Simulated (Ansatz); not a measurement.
# CsSbSe3 in Amm2, a phase reached by a soft mode: following an unstable mode

Aim: this structure of CsSbSe3 in Amm2, a phase reached by a soft mode is to be tested for unstable modes, and one is followed downhill.

Program: Ansatz 0.2.0. Level of theory: DFT PBEsol, scalar-relativistic, plane waves, PAW; PAW set soft_1. Results are calculated unless marked as measured.

The structure was built from a prototype and need not be the compound's stable phase.

## (1) The structure

The structure is orthorhombic, space group Amm2 (No. 38). Conventional cell: a = 4.074 Å, b = 7.840 Å, c = 9.932 Å, α = 90.00°, β = 90.00°, γ = 90.00°. Cs has 11 Se at 3.72 to 4.39 Å and 2 Cs at 4.07 Å and 2 Sb at 4.33 Å nearest. Sb has 4 Se at 2.45 to 2.67 Å nearest. Nearest to Se lie 1 Sb at 2.45 Å and 4 Cs at 3.72 to 3.80 Å. Nearest to Se lie 2 Sb at 2.67 Å and 3 Cs at 3.96 to 4.39 Å. Farther neighbours and most contacts between anions are not listed.

## (2) Linear response at the zone centre

This phase was reached earlier by freezing in an unstable mode of a structure of higher symmetry and relaxing. Its zone-centre modes can show that it is still unstable.

Input file input.yaml:

```yaml
crystal:
  lattice:
    - [4.0737724528, 0.0, 0.0]
    - [0.0, 3.9202152947, 4.9660369832]
    - [0.0, -3.9202152947, 4.9660369832]
  atoms:
    - { symbol: Cs, position: [0.0, 0.0160357208, 0.0160357208] }
    - { symbol: Sb, position: [0.5, 0.4008969842, 0.4008969842] }
    - { symbol: Se, position: [0.5, 0.5266536355, 0.0038095495] }
    - { symbol: Se, position: [0.5, 0.0038095495, 0.5266536355] }
    - { symbol: Se, position: [0.0, 0.5744482198, 0.5744482198] }
kpoints:
  mp_grid: { grid: [10, 6, 6] }
hamiltonian:
  xc: pbesol
  pseudopotentials: { kind: paw, azcp: { folder: soft_1 }, xc_functional: pbe }
scf:
  occupations: { method: methfessel_paxton, width: 0.2 }
output:
  eigenvalues: true
phonons:
  method: dfpt
```

Launch:

```console
ansatz run input.yaml --threads 8 --pin off --max-ram 16384MiB --backend cpu --events-out ev --progress --plain --runs-dir out
```

Numbers of over 12 decimals in the logs are rounded to 6 here.

What it wrote:

```text
zone centre: on kpoints.mp_grid the ground state, and the responses unless they are solved on pairs of k-points, stand on 120 of the mesh's 360 k-points, reduced under 2 symmetry operations, with k and −k counted as one. Each operation leaves every solved displacement unchanged or reverses it
Engine: ansatz 0.2.0, aarch64-unknown-linux-gnu
Pseudopotentials: kind: paw
Pseudopotential: Cs, paw, valence charge 9, recommended cutoff 420 eV (normal), soft_1/Cs.paw.azcp
Pseudopotential: Sb, paw, valence charge 15, recommended cutoff 420 eV (normal), soft_1/Sb.paw.azcp
Pseudopotential: Se, paw, valence charge 16, recommended cutoff 420 eV (normal), soft_1/Se.paw.azcp
Functional definition: PBEsol
  exchange = pbesol_x
  correlation = pbesol_c
Crystal: 5 atoms, lattice volume = 158.616 Å³
Basis set: ecut = 420 eV, 3113 PW (Γ), exchange–correlation on 60×90×90 points (8 copies of the dense FFT grid, shifted against one another)
Bands: 44, of which v1, the nominal top of the filled ones, is band 36 counted from 1 (35 counted from 0)
Symmetry: 4 space group operations
k-points: 120 of 360 (irreducible under 2 space group operations, time reversal used)
Non-local potential: Cs, projectors of the file, l = 0: 3, l = 1: 2, l = 2: 2, l = 3: 2
Non-local potential: Sb, projectors of the file, l = 0: 2, l = 1: 2, l = 2: 2, l = 3: 1
Non-local potential: Se, projectors of the file, l = 0: 2, l = 1: 2, l = 2: 3, l = 3: 1
PAW form: soft (Blöchl's): semilocal exchange-correlation on the pseudo side does not see the compensation charge
PAW frozen core: Cs, regenerated for the run's functional, and the local potential with it (the file was generated under x = pbe(κ = 0.804, μ = 0.219515), c = pbe(β = 0.066725))
PAW frozen core: Sb, regenerated for the run's functional, and the local potential with it (the file was generated under x = pbe(κ = 0.804, μ = 0.219515), c = pbe(β = 0.066725))
PAW frozen core: Se, regenerated for the run's functional, and the local potential with it (the file was generated under x = pbe(κ = 0.804, μ = 0.219515), c = pbe(β = 0.066725))
PAW one-centre angular grid: Cs, 194 points (default); XC on 64 Gauss nodes
PAW one-centre angular grid: Sb, 590 points (default); XC on 64 Gauss nodes
PAW one-centre angular grid: Se, 590 points (default); XC on 64 Gauss nodes
Initial density: superposition of atomic densities (chi_scale 0.1, normalization cell, long waves kept (reshape's long-wave potential 0.01 eV rms))
Initial wavefunctions: pseudopotential atomic-orbital guess
Functional: x = pbesol(κ = 0.804, μ = 0.123457), c = pbesol(β = 0.046)
SCF iter   1: F=—  HF=-28271.143685 eV  |F-HF|=—  |Δ(HF+E_count)|=         —  Δρ=3.53e-2  dr2=5.56e0  ethr=3.10e-3  ⟨swp⟩=7.4  Hψ=21946  notcnv=0
preconditioner: auto → Kerker (q_TF=auto, 2.392 Å⁻¹)  [metal: Δε(μ)=0.108 eV  Ē_g=9.806 eV  σ=0.200 eV  W_gap=0.44  n_scr=34 (ndim 8)  ℏωp=16.1 eV  f_vac=0.001  D(μ)=0.27/eV (n_scr^D=0)]
SCF iter   2: F=—  HF=-28270.196245 eV  |F-HF|=—  |Δ(HF+E_count)|=   9.47e-1  S|Δr|=    0.00e0  Δρ=2.21e-2  dr2=3.01e0  ethr=3.10e-3  ⟨swp⟩=2.1  Hψ=6892  notcnv=0  defer=316
SCF iter   3: F=—  HF=-28269.204635 eV  |F-HF|=—  |Δ(HF+E_count)|=   9.92e-1  S|Δr|=    0.00e0  Δρ=7.63e-3  dr2=5.96e-1  ethr=3.10e-3  ⟨swp⟩=3.6  Hψ=13086  notcnv=0  defer=323
SCF iter   4: F=—  HF=-28269.001670 eV  |F-HF|=—  |Δ(HF+E_count)|=   2.03e-1  S|Δr|=    0.00e0  Δρ=6.08e-3  dr2=1.97e-1  ethr=8.28e-4  ⟨swp⟩=2.5  Hψ=10784  notcnv=0  defer=321
SCF iter   5: F=—  HF=-28268.927613 eV  |F-HF|=—  |Δ(HF+E_count)|=   7.41e-2  S|Δr|=    0.00e0  Δρ=2.25e-3  dr2=2.54e-2  ethr=2.74e-4  ⟨swp⟩=2.2  Hψ=7291  notcnv=0  defer=314
SCF iter   6: F=—  HF=-28268.926164 eV  |F-HF|=—  |Δ(HF+E_count)|=   1.45e-3  S|Δr|=    0.00e0  Δρ=1.09e-3  dr2=4.82e-3  ethr=3.53e-5  ⟨swp⟩=2.1  Hψ=8539  notcnv=0  defer=312
SCF iter   7: F=—  HF=-28268.925634 eV  |F-HF|=—  |Δ(HF+E_count)|=   5.30e-4  S|Δr|=    0.00e0  Δρ=5.19e-4  dr2=9.51e-4  ethr=6.70e-6  ⟨swp⟩=2.0  Hψ=9731  notcnv=0  defer=312
SCF iter   8: F=—  HF=-28268.925883 eV  |F-HF|=—  |Δ(HF+E_count)|=   2.49e-4  S|Δr|=    0.00e0  Δρ=2.45e-4  dr2=2.25e-4  ethr=1.32e-6  ⟨swp⟩=2.0  Hψ=8680  notcnv=0  defer=312
SCF iter   9: F=—  HF=-28268.925881 eV  |F-HF|=—  |Δ(HF+E_count)|=   1.88e-6  S|Δr|=    0.00e0  Δρ=1.18e-4  dr2=5.23e-5  ethr=3.12e-7  ⟨swp⟩=2.0  Hψ=8678  notcnv=0  defer=312
SCF iter  10: F=—  HF=-28268.925887 eV  |F-HF|=—  |Δ(HF+E_count)|=   5.44e-6  S|Δr|=    0.00e0  Δρ=4.84e-5  dr2=6.84e-6  ethr=7.26e-8  ⟨swp⟩=2.0  Hψ=6875  notcnv=0  defer=312
SCF iter  11: F=—  HF=-28268.925887 eV  |F-HF|=—  |Δ(HF+E_count)|=   8.15e-7  S|Δr|=    0.00e0  Δρ=1.52e-5  dr2=7.07e-7  ethr=9.50e-9  ⟨swp⟩=2.0  Hψ=7482  notcnv=0  defer=312
SCF iter  12: F=—  HF=-28268.925888 eV  |F-HF|=—  |Δ(HF+E_count)|=   5.68e-7  S|Δr|=    0.00e0  Δρ=5.91e-6  dr2=1.10e-7  ethr=9.81e-10  ⟨swp⟩=2.0  Hψ=7570  notcnv=0  defer=312
SCF iter  13: F=—  HF=-28268.925888 eV  |F-HF|=—  |Δ(HF+E_count)|=   6.24e-8  S|Δr|=    0.00e0  Δρ=2.26e-6  dr2=1.38e-8  ethr=1.52e-10  ⟨swp⟩=2.2  Hψ=7203  notcnv=0  defer=312
SCF iter  14: F=—  HF=-28268.925888 eV  |F-HF|=—  |Δ(HF+E_count)|=   1.64e-9  S|Δr|=    0.00e0  Δρ=9.42e-7  dr2=3.35e-9  ethr=1.92e-11  ⟨swp⟩=2.0  Hψ=9279  notcnv=0  defer=312
SCF iter  15: F=—  HF=-28268.925888 eV  |F-HF|=—  |Δ(HF+E_count)|=  4.95e-10  S|Δr|=    0.00e0  Δρ=4.86e-7  dr2=9.58e-10  ethr=4.66e-12  ⟨swp⟩=2.0  Hψ=9283  notcnv=0  defer=312
SCF iter  16: F=—  HF=-28268.925888 eV  |F-HF|=—  |Δ(HF+E_count)|=  5.82e-11  S|Δr|=    0.00e0  Δρ=2.55e-7  dr2=2.35e-10  ethr=1.33e-12  ⟨swp⟩=2.1  Hψ=9253  notcnv=0  defer=312
SCF iter  17: F=—  HF=-28268.925888 eV  |F-HF|=—  |Δ(HF+E_count)|=  3.64e-12  S|Δr|=    0.00e0  Δρ=1.06e-7  dr2=2.74e-11  ethr=1.00e-12  ⟨swp⟩=2.0  Hψ=8684  notcnv=0  defer=312
SCF iter  18: F=-28268.925888 eV  HF=-28268.925888 eV  |F-HF|=1.09e-11  |Δ(HF+E_count)|=  3.64e-12  S|Δr|=    0.00e0  Δρ=4.96e-8  dr2=6.99e-12  ethr=1.00e-12  ⟨swp⟩=15.0  Hψ=33075  notcnv=0
SCF 1 converged in 18 iterations: F = -28268.925888 eV  dr2 = 6.99e-12
  greatest PAW one-centre occupation: 1.000 electrons in one spin orbital (limit 2), on the Se atom at site 4 (counted from 0), in its partial waves of l = 2
DFPT response loops at Γ: preconditioner auto → Kerker (q_TF=auto, 2.392 Å⁻¹) (partly filled bands, converged f_vac=0.018); β = 1.00, the filter's whole step (`scf.mixing.beta` (0.50) is not read by the response loops under this deck's `scf.mixing.preconditioner`; to damp them name `kerker` or `kerker_dos`, under which they read `scf.mixing.beta`, and type it under 1.00, their step now; both keys bind the ground state too); Broyden in place of MSR1
SCF converged after 18 iterations
Stability not checked: this state was not tested for a lower state beside it, because cold or Methfessel-Paxton smearing, or corrected tetrahedra, fill the levels in a way that the test cannot read (fill_not_monotonic; see scf.lower_state_search)
Free energy (F): -28268.925888 eV
Harris-Foulkes:  -28268.925888 eV  (|F-HF|=1.09e-11)
Internal energy: -28268.931458 eV  (E = F + TS)
E sigma→0 (E₀):  -28268.927281 eV
Entropy (-TS):   0.005570 eV (1.114 meV/atom)
Fermi energy:    6.401181 eV
--- Per-component energies (eV) ---
  E_band       = -1457.261623
  E_kinetic    = 638.219788
  E_local      = -11218.067010  (includes V_loc(G=0)·N_el)
  E_nonlocal   = -640.991625
  E_hartree    = 5599.128534
  E_xc         = -528.723980
  E_vxc        = -497.687742  (∫ρ·V_xc dr)
  E_paw        = -15706.036609  (= ΣΔE_a)
  E_vpaw       = -936.991127  (= ΣTr[D̂ρ^β])
  E_aug_tail   = -0.000994  (compensation charges beyond the density's cutoff)
  E_ewald      = -6415.960938
  E_core_change = 3.501375  (= ΣΔE_core)
  E_smearing   = 0.005570  (= −TS)
  E_closure    = 0.000000  (closes the sum)
  Σ components = -28268.925888   (vs F -28268.925888, Δ=0.00e0)
--- Band table (eV; the first three rows and the last of 120) ---
  k-point 0: bands = [... 32 lower, 5.6920, 5.7527, 6.2566, 6.3153, 6.4425, 8.6529, 8.7525, 9.7115, ... 4 higher]
  k-point 1: bands = [... 32 lower, 5.5318, 5.9824, 6.1649, 6.3617, 6.4129, 8.8520, 8.9611, 9.9622, ... 4 higher]
  k-point 2: bands = [... 32 lower, 5.3255, 5.8956, 5.9900, 6.3686, 6.6458, 9.2739, 9.3377, 10.3521, ... 4 higher]
  k-point 119: bands = [... 32 lower, 5.4579, 5.9571, 5.9788, 6.0140, 6.2494, 7.9371, 8.5906, 10.4110, ... 4 higher]
--- Phonons (Γ-DFPT): 12 representative perturbations + reference, on 120 of 360 k-points (Σ response iterations 40) ---
  k mesh reduced under 2 symmetry operations, with k and −k counted as one. Each operation leaves every solved displacement unchanged or reverses it
  ASR residual: 7.475e-5 → 0.000e0 eV/Å²; symmetrization residual: 1.888e-5 eV/Å²
  ASR residual per site (eV/Å²): 1.78e-5 7.48e-5 4.19e-5 4.19e-5 4.16e-5
  Γ frequencies (cm⁻¹): -30.18 0.00 0.00 0.00 7.43 28.46 53.34 55.76 56.42 76.51 94.20 127.50 161.40 235.73 247.88
  non-analytic LO–TO correction: not included (Born effective charges unavailable; polar crystals: no LO–TO splitting at Γ)
```

Run time: 2.9 min. Hardware: 8 threads of Arm Neoverse V2, shared host; peak memory 2.9 GiB; 22 min of CPU time.

This step gave:

```yaml
volume_per_atom: 31.72 Å³
gap_on_the_k_mesh: 0 eV
sum_rule_residual_before_enforcement: 7.48e-5 eV/Å²
point_group: mm2
highest_optical_mode_at_the_zone_centre_no_lo_to_term: 247.9 cm⁻¹
lowest_optical_zone_centre_mode: -30.18 cm⁻¹
```

Patterns of degenerate modes are one choice out of their space. Modes at Γ, with each element's share of the kinetic energy (negative means imaginary):

```
mode  frequency (cm⁻¹)  symmetry  Cs %  Sb %  Se %
   1             -30.2        B2     5     0    95
   2               0.0  acoustic    27    25    48
   3               0.0  acoustic    27    25    48
   4               0.0  acoustic    27    25    48
   5               7.4        B1     9    16    75
   6              28.5        A2     0     0   100
   7              53.3        B2    53    20    27
   8              55.8        A1    61    17    21
   9              56.4        B1    64     4    32
  10              76.5        B2    15     2    83
  11              94.2        A1    12     3    85
  12             127.5        B1     0    55    45
  13             161.4        A1     0     6    94
  14             235.7        A1     0    48    52
  15             247.9        B2     0    54    46
```

Displacements in mode 1 (-30.2 cm⁻¹), the largest set to 1:
```
Cs1  0.00 -0.20  0.00
Sb2  0.00 -0.02  0.00
Se3  0.00 -0.31 -0.29
Se4  0.00 -0.31  0.29
Se5  0.00  1.00  0.00
```

Displacements in mode 15 (247.9 cm⁻¹), the largest set to 1:
```
Cs1  0.00  0.00  0.00
Sb2  0.00  1.00  0.00
Se3  0.00 -0.70  0.41
Se4  0.00 -0.70 -0.41
Se5  0.00 -0.16  0.00
```

Before it was imposed, the acoustic sum rule was missed by 7.5e-5 eV/Å². Small misses are needed for a sound result but don't prove that mesh and cutoff are converged. The lowest optical mode is imaginary, 30.2i cm⁻¹, so the energy falls along it.

## (3) The mode frozen in, largest atomic shift 0 Å

The mode followed lies at Γ with frequency 30.2i cm⁻¹, the softest among the wavevectors solved. At small amplitude the distorted cell has space group no. 6 by a symmetry search on the positions. The undistorted cell that holds it gives the zero of energy on the same k mesh.

Edit input.yaml of step 2 so:

```diff
@@ -19,4 +19,4 @@
 output:
+  forces: true
+  stress: true
   eigenvalues: true
-phonons:
-  method: dfpt
```

What it wrote:

```text
[...]
Crystal: 5 atoms, lattice volume = 158.616 Å³
Basis set: ecut = 420 eV, 3113 PW (Γ), exchange–correlation on 60×90×90 points (8 copies of the dense FFT grid, shifted against one another)
Bands: 44, of which v1, the nominal top of the filled ones, is band 36 counted from 1 (35 counted from 0)
Symmetry: 4 space group operations
[...]
k-points: 78 of 360 (time reversal used)
[...]
k-point 0: bands = [... 32 lower, 5.6920, 5.7527, 6.2566, 6.3153, 6.4425, 8.6529, 8.7525, 9.7115, ... 4 higher]
  k-point 1: bands = [... 32 lower, 5.5318, 5.9824, 6.1649, 6.3617, 6.4129, 8.8520, 8.9611, 9.9622, ... 4 higher]
  k-point 2: bands = [... 32 lower, 5.3255, 5.8956, 5.9899, 6.3686, 6.6458, 9.2739, 9.3377, 10.3521, ... 4 higher]
  k-point 77: bands = [... 32 lower, 5.4579, 5.9571, 5.9788, 6.0140, 6.2494, 7.9371, 8.5906, 10.4110, ... 4 higher]
[key lines of the parts left out:]
SCF converged after 13 iterations
Free energy (F): -28268.925888 eV
Fermi energy:    6.401177 eV
P = ⅓ Tr σ = 0.0009 GPa (0.009 kbar)
```

Elapsed: 10 s, on 8 threads; peak memory 0.8 GiB; 81 s of CPU time.

This step gave:

```
pressure                         : 8.59e-4 GPa
energy from the undistorted cell : 0 meV/atom
```

The run ends at a pressure of 0.00 GPa, with forces up to 5.6e-4 eV/Å.

## (4) The mode frozen in, largest atomic shift 0.22 Å

The atoms are moved along the unstable eigenvector, the largest shift by 0.22 Å, with the cell fixed.

input.yaml, the sections that differ from step 3:

```yaml
crystal:
  lattice:
    - [4.0737724528, 0.0, 0.0]
    - [0.0, 3.9202152947, 4.9660369832]
    - [0.0, -3.9202152947, 4.9660369832]
  atoms:
    - { symbol: Cs, position: [0.0, 0.0217386339, 0.0103328077] }
    - { symbol: Sb, position: [0.5, 0.4015178933, 0.4002760751] }
    - { symbol: Se, position: [0.5, 0.5418292286, 0.0014806014] }
    - { symbol: Se, position: [0.5, 0.0061384977, 0.5114780424] }
    - { symbol: Se, position: [0.0, 0.5463885364, 0.6025079032] }
# kpoints, hamiltonian, scf, output: as in step 3
```

What it wrote:

```text
[...]
Crystal: 5 atoms, lattice volume = 158.616 Å³
Basis set: ecut = 420 eV, 3113 PW (Γ), exchange–correlation on 60×90×90 points (8 copies of the dense FFT grid, shifted against one another)
Bands: 44, of which v1, the nominal top of the filled ones, is band 36 counted from 1 (35 counted from 0)
Symmetry: 2 space group operations
[...]
k-points: 120 of 360 (time reversal used)
[...]
k-point 0: bands = [... 32 lower, 5.6123, 5.7717, 6.2762, 6.2782, 6.4419, 8.6895, 8.7477, 9.7341, ... 4 higher]
  k-point 1: bands = [... 32 lower, 5.4328, 5.8929, 6.0629, 6.4501, 6.5276, 8.9161, 9.0012, 9.9814, ... 4 higher]
  k-point 2: bands = [... 32 lower, 5.1849, 5.7330, 5.9469, 6.4215, 6.9164, 9.3772, 9.4645, 10.3789, ... 4 higher]
  k-point 119: bands = [... 32 lower, 5.4739, 5.8416, 5.9967, 6.1024, 6.1328, 7.9373, 8.6124, 10.4121, ... 4 higher]
[key lines of the parts left out:]
SCF converged after 13 iterations
Free energy (F): -28268.929887 eV
Fermi energy:    6.407773 eV
P = ⅓ Tr σ = 0.0044 GPa (0.044 kbar)
```

The job ended after 16 s (8 threads; peak memory 0.95 GiB).

Numbers from this step:

| Item | Value |
| --- | --- |
| pressure | 0.004422 GPa |
| energy from the undistorted cell | -0.768 meV/atom |

The energy, extrapolated to zero smearing, is -0.77 meV/atom against the undistorted cell.

The run ends at a pressure of 0.00 GPa, with forces up to 0.092 eV/Å.

## (5) Energy along the mode, all amplitudes (two of the runs are shown above)

An imaginary frequency means negative curvature, so the energy should fall and then rise again as anharmonic terms take over.

This step gave:

| Item | Value |
| --- | --- |
| depth at the lowest point sampled | 0.768 meV/atom |
| largest atomic shift at that point | 0.22 Å |

Table of energy from the parent by largest atomic shift:

```
largest atomic shift (Å)  energy from the parent (meV/atom)
                   0.000                                  0
                   0.040                             -0.061
                   0.080                             -0.227
                   0.140                             -0.561
                   0.220                             -0.768
                   0.320                              0.509
                   0.450                               7.90
```

Displacement at unit largest shift by atom:

```
atom  x (Å)  y (Å)  z (Å)  size
 Cs1   0.00   0.20   0.00  0.20
 Sb2   0.00   0.02   0.00  0.02
 Se3   0.00   0.31   0.29  0.43
 Se4   0.00   0.31  -0.29  0.43
 Se5   0.00  -1.00   0.00  1.00
```

The lowest of the steps tried is at 0.22 Å, 0.768 meV/atom below the parent; the bottom of the well need not coincide with a step.

(Part 1 of 3 ends here.)

[Logs are printed without paths, hosts, clocks, repeated set-up lines and the standing remarks that a program may print on its own settings, such as how far it seeks lower states.]

[Hosts, paths, dates, database ids (printed as entryN), source tags and the programs' standing remarks are cut or masked in the printed files.]
